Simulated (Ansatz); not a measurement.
# Optical response of BN (Qingsongite), part 2 of 2

Aim: the dielectric function of BN (Qingsongite), and the optical constants that follow from it.

Ansatz 0.2.0; DFT, PBE, plane-wave PAW, default files, scalar-relativistic, independent-particle optical response without local fields.

So far. Step 2 (Ground state and bands): There is a gap, 4.47 eV on the path, so no carriers' term is needed. The cell is left with a pressure of 3.0 GPa, as it stands unrelaxed at this level.

**3. Spectrum (continued)**

Values under 1 per cm are given as 1. Absorption coefficient, any direction against photon energy:

| photon energy (eV) | absorption coefficient, any direction (1/cm) |
| --- | --- |
| 0.000 | 1 |
| 0.500 | 1 |
| 1.000 | 1 |
| 1.500 | 1 |
| 2.000 | 1 |
| 2.500 | 1 |
| 3.000 | 1 |
| 3.500 | 1 |
| 4.000 | 1 |
| 4.500 | 1 |
| 5.000 | 1 |
| 5.500 | 1 |
| 6.000 | 1 |
| 6.500 | 1 |
| 7.000 | 1 |
| 7.500 | 1 |
| 8.000 | 1 |
| 8.500 | 1 |
| 9.000 | 2.4e5 |
| 9.500 | 5.9e5 |
| 10.000 | 1.2e6 |
| 10.500 | 1.4e6 |
| 11.000 | 1.7e6 |
| 11.500 | 2.2e6 |
| 12.000 | 3.4e6 |
| 12.500 | 3.7e6 |
| 13.000 | 3.4e6 |
| 13.500 | 3.1e6 |
| 14.000 | 2.8e6 |
| 14.500 | 3.1e6 |
| 15.000 | 3.3e6 |
| 15.500 | 3.3e6 |
| 16.000 | 3.2e6 |
| 16.500 | 3.1e6 |
| 17.000 | 3.0e6 |
| 17.500 | 3.0e6 |
| 18.000 | 2.9e6 |
| 18.500 | 2.8e6 |
| 19.000 | 2.6e6 |
| 19.500 | 2.5e6 |
| 20.000 | 2.3e6 |

From ε follow the optical constants at some laser lines:

| wavelength (nm) | n | k | R (%) | 1/α |
| --- | --- | --- | --- | --- |
| 1550 | 2.17 | 0.000 | 13.7 | over 1 mm |
| 1064 | 2.18 | 0.000 | 13.7 | over 1 mm |
| 450 | 2.21 | 0.000 | 14.3 | over 1 mm |
| 405 | 2.22 | 0.000 | 14.4 | over 1 mm |
| 365 | 2.24 | 0.000 | 14.6 | over 1 mm |
| 308 | 2.27 | 0.000 | 15.1 | over 1 mm |
| 248 | 2.33 | 0.000 | 16.0 | over 1 mm |

A film 1 µm thick would pass 75 % of daylight and look colourless, dimmed by reflection in transmission (x = 0.313, y = 0.330).

The first strong peak, at 12.01 eV, lies at the vertical distance of the highest filled and the lowest empty band at L (12.08 eV), a point of high symmetry, where critical points commonly lie; the match rests on energies alone.

The f-sum over the summed bands holds 6.6 of the cell's 8 electrons outside the frozen cores, 2 of which lie in bands more than 12 eV below the Fermi level, whose transitions come at higher energies. Up to 20 eV the strength has a mean oscillator energy of 12.8 eV, close to the main peak.

**4. Static response with local fields**

Perturbation theory gives the static response with local fields and the functional's kernel, and it needs no empty bands.

This step: DFT, PBE, plane-wave PAW, default files, scalar-relativistic, static field response by perturbation theory with local fields (Ansatz 0.2.0).

input.yaml reads:

```yaml
crystal:
  lattice:
    - [0.0, 1.8075, 1.8075]
    - [1.8075, 0.0, 1.8075]
    - [1.8075, 1.8075, 0.0]
  atoms:
    - { symbol: "N", position: [0.75, 0.75, 0.75] }
    - { symbol: B, position: [0.0, 0.0, 0.0] }
kpoints:
  mp_grid: { grid: [11, 11, 11] }
scf:
  occupations: { method: fixed }
hamiltonian:
  xc: pbe
  pseudopotentials: { kind: paw }
dielectric: {}
```

Started as:

```
> ansatz run input.yaml --threads 4 --pin off --max-ram 8192MiB --backend cpu --events-out ev --progress --plain --runs-dir out
```

The program printed:

```text
[...]
Crystal: 2 atoms, lattice volume = 11.810 Å³
Basis set: ecut = 420 eV, 259 PW (Γ), exchange–correlation on 36×36×36 points (8 copies of the dense FFT grid, shifted against one another)
Bands: 8, of which v1, the nominal top of the filled ones, is band 4 counted from 1 (3 counted from 0)
Symmetry: 24 space group operations
k-points: 216 of 1331 (irreducible under 4 space group operations, time reversal used)
[...]
SCF iter   1: F=—  HF=-542.274733 eV  |F-HF|=—  |Δ(HF+E_count)|=         —  Δρ=1.55e-3  dr2=1.43e-4  ethr=1.77e-3  ⟨swp⟩=3.9  Hψ=9819  notcnv=0  defer=359
[...]
SCF iter   6: F=-542.274914 eV  HF=-542.274914 eV  |F-HF|=6.03e-12  |Δ(HF+E_count)|=   4.07e-9  Δρ=6.68e-7  dr2=2.06e-11  ethr=1.25e-12  ⟨swp⟩=2.1  Hψ=7541  notcnv=0
SCF 1 converged in 6 iterations: F = -542.274914 eV  dr2 = 2.06e-11
[...]
DFPT response loops at Γ: preconditioner auto → none (the input reference at scf.mixing.eps_inf says where Resta's filter doesn't serve); β = 0.50; Broyden in place of MSR1
SCF converged after 6 iterations
Free energy (F): -542.274914 eV
[...]
Internal energy: -542.274914 eV  (E = F + TS)
E sigma→0 (E₀):  -542.274914 eV
Fermi energy:    11.179542 eV
[...]
--- Band table (eV; the first three rows and the last of 216) ---
[...]
--- Dielectric response (ions clamped): 1 representative field direction + reference, on 216 of 1331 k-points (Σ response iterations 6) ---
  k mesh reduced under 4 symmetry operations, with k and −k counted as one. Each operation leaves every solved perturbation unchanged. A smaller set is not considered because the run solves the response to a homogeneous field
  ε∞ (high-frequency dielectric tensor):
        4.605597     0.000000    -0.000000
       -0.000000     4.605597    -0.000000
        0.000000     0.000000     4.605597
  Born effective charges Z* (e; rows j = field, columns β = displacement):
    site 0:
        -1.91049    0.00000   -0.00000
        -0.00000   -1.91049    0.00000
        -0.00000   -0.00000   -1.91049
    site 1:
         1.91049   -0.00000    0.00000
         0.00000    1.91049   -0.00000
         0.00000    0.00000    1.91049
  Z* charge neutrality: 5.855e-6 e pre-enforcement
  k-mesh period / interband length: 28.1 Å / 1.29 Å = 21.81 at k = (0.0000, 0.0000, 0.0000), direct gap 8.831 eV — 14 or more, which is no proof of convergence
```

The job ended after 1.8 s (4 threads of AMD EPYC 9R14 (Zen 4), shared host; peak memory 0.45 GiB; 6.2 s of CPU time).

This step gave:

```
electronic dielectric constant ε∞, mean of the axes : 4.606
```

ε∞ with local fields:

```
4.61 0.00 0.00
0.00 4.61 0.00
0.00 0.00 4.61
```

Diagonal elements. Born, by row:

| atom | Z*xx (e) | Z*yy (e) | Z*zz (e) |
| --- | --- | --- | --- |
| N1 | -1.91 | -1.91 | -1.91 |
| B2 | 1.91 | 1.91 | 1.91 |

Mean Born charges are N -1.91 and B +1.91, against formal valences of -3 and +3. They fall short of the ionic values, as in covalent bonds.

**5. Results**

| Quantity | Value |
| --- | --- |
| gap on the path | 4.47 eV |
| least direct gap on the path | 8.83 eV |
| electronic dielectric constant ε∞, mean of the axes (independent particles) | 4.71 |
| absorption onset, first axis (α over 10⁴ cm⁻¹, or the direct gap if that lies higher) | 8.83 eV |
| main peak of Im epsilon, first axis | 12.0 eV |
| electronic dielectric constant ε∞, mean of the axes (static response with local fields) | 4.61 |

**Reading.** At this level (PBE, independent particles) BN has ε∞ = 4.71 (4.61 with local fields) and n = 2.17 at 1550 nm; absorption sets in near 8.8 eV, and Im ε peaks at 12.0 eV. The gap is indirect (4.47 eV), so absorption without phonons can begin only at the direct gap of 8.83 eV. Lines 0.1 eV wide carry a tail of absorption under the direct gap, past the threshold already at 8.72 eV. Absorption is strong from the direct gap on, 8.83 eV, in the ultraviolet, so the visible is passed. Im ε has its chief maxima at 12.01 eV (18) and 14.53 eV (7.2). The first strong peak, at 12.01 eV, lies at the vertical distance of the highest filled and the lowest empty band at L (12.08 eV), a point of high symmetry, where critical points commonly lie; the match rests on energies alone. A film 1 µm thick would pass 75 % of daylight and look colourless, dimmed by reflection in transmission (x = 0.313, y = 0.330). With local fields and the functional's kernel the static response is 4.61 against 4.71 for independent particles (-2 %). In the base spectrum excitons and phonon-assisted transitions are missing, and so are local fields; PBE gaps are as a rule too small, which pulls the onset down and ε∞ up. In the base run ε includes the program's bounded estimate of what the bands above those summed add.

[Long decimals in the printed logs are rounded to 6 places.]

[Logs are printed without paths, hosts, clocks, repeated set-up lines and the standing remarks that a program may print on its own settings, such as how far it seeks lower states.]

[Hosts, paths, dates, database ids (printed as entryN), source tags and the programs' standing remarks are cut or masked in the printed files.]

[Where the starting crystal was built by hand or by swapping elements, it need not be the compound's stable phase.]

[The count of steps not shown may lack steps that the program refused or didn't finish.]
